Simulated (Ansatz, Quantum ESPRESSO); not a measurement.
**Equation of state of bcc Nb**

How stiff is bcc Nb under hydrostatic load? Each row scales the relaxed cell evenly and relaxes the atoms. The phase is followed to these pressures whether or not it stays the stable one.

Calculated with Quantum ESPRESSO 7.5, PBEsol, GBRV 1.5 ultrasoft potentials, cutoff 680 eV, Fermi–Dirac smearing 0.05 eV, k-mesh 19×19×19, no spin polarisation, no spin-orbit coupling.

Reference cell, relaxed at zero pressure with PBEsol (Im-3m): a = 2.8316 Å, b = 2.8316 Å, c = 2.8316 Å, α = 109.47°, β = 109.47°, γ = 109.47°.

```csv
atom,x,y,z
Nb,0.0000,0.0000,0.0000
```

| V (Å³/atom) | V/V0 | P (GPa) | E − E0 (meV/atom) |
| --- | --- | --- | --- |
| 16.4280 | 0.9400 | 12.825 | 41.3 |
| 16.7776 | 0.9600 | 8.124 | 18.1 |
| 17.1271 | 0.9800 | 3.861 | 4.6 |
| 18.1757 | 1.0400 | −6.716 | 14.2 |
| 18.5252 | 1.0600 | −9.628 | 31.7 |

V0 = 17.4766 Å³ an atom, where the residual pressure P0 is −0.003 GPa. **Question.** Fit the Birch–Murnaghan law and give the pressure and the energy at V = 17.8261 Å³ an atom, a row left out above.

With the Eulerian strain f = ½[(V0/V)^(2/3) − 1] and F = (P − P0)/[3f(1 + 2f)^(5/2)], the third-order law is the line F = B0 + (3/2) B0 (B′ − 4) f.

```csv
f,F (GPa)
0.02106,183.17
0.01379,183.49
0.00678,183.70
−0.01290,185.11
−0.01905,185.59
```

A straight line through the 5 rows: the means are 0.001936 for f and 184.21 for F, Σ(Δx)² = 0.00119 and ΣΔxΔy = −0.07321, so the slope is −0.07321/0.00119 = −61.507 and the intercept 184.21 − (−61.507)(0.001936) = 184.33.

Hence B0 = 184.3 GPa and B′ = 4 + (−61.5)/(1.5 × 184.3) = 3.78. For the withheld volume f = −0.00656, F = 184.73 GPa and P = −3.52 GPa. The run itself gives −3.52 GPa, so the estimate misses by 0.00 GPa, a rounding's worth.

Integrating the same law gives E − E0 = (9/2) B0 V0 f²[1 + (B′ − 4) f] + P0(V0 − V), with 1 GPa Å³ = 6.2415 meV: 3.9 meV an atom. The run itself gives 3.5 meV, so the estimate misses by 0.4 meV; the fitted rows themselves lie up to 1.4 meV off the law.

The same fit over all rows at other levels or in other programs gives B0 = 183 GPa with PBEsol (Ansatz).

[Logs are printed without paths, hosts, clocks, repeated set-up lines and the standing remarks that a program may print on its own settings, such as how far it seeks lower states.]
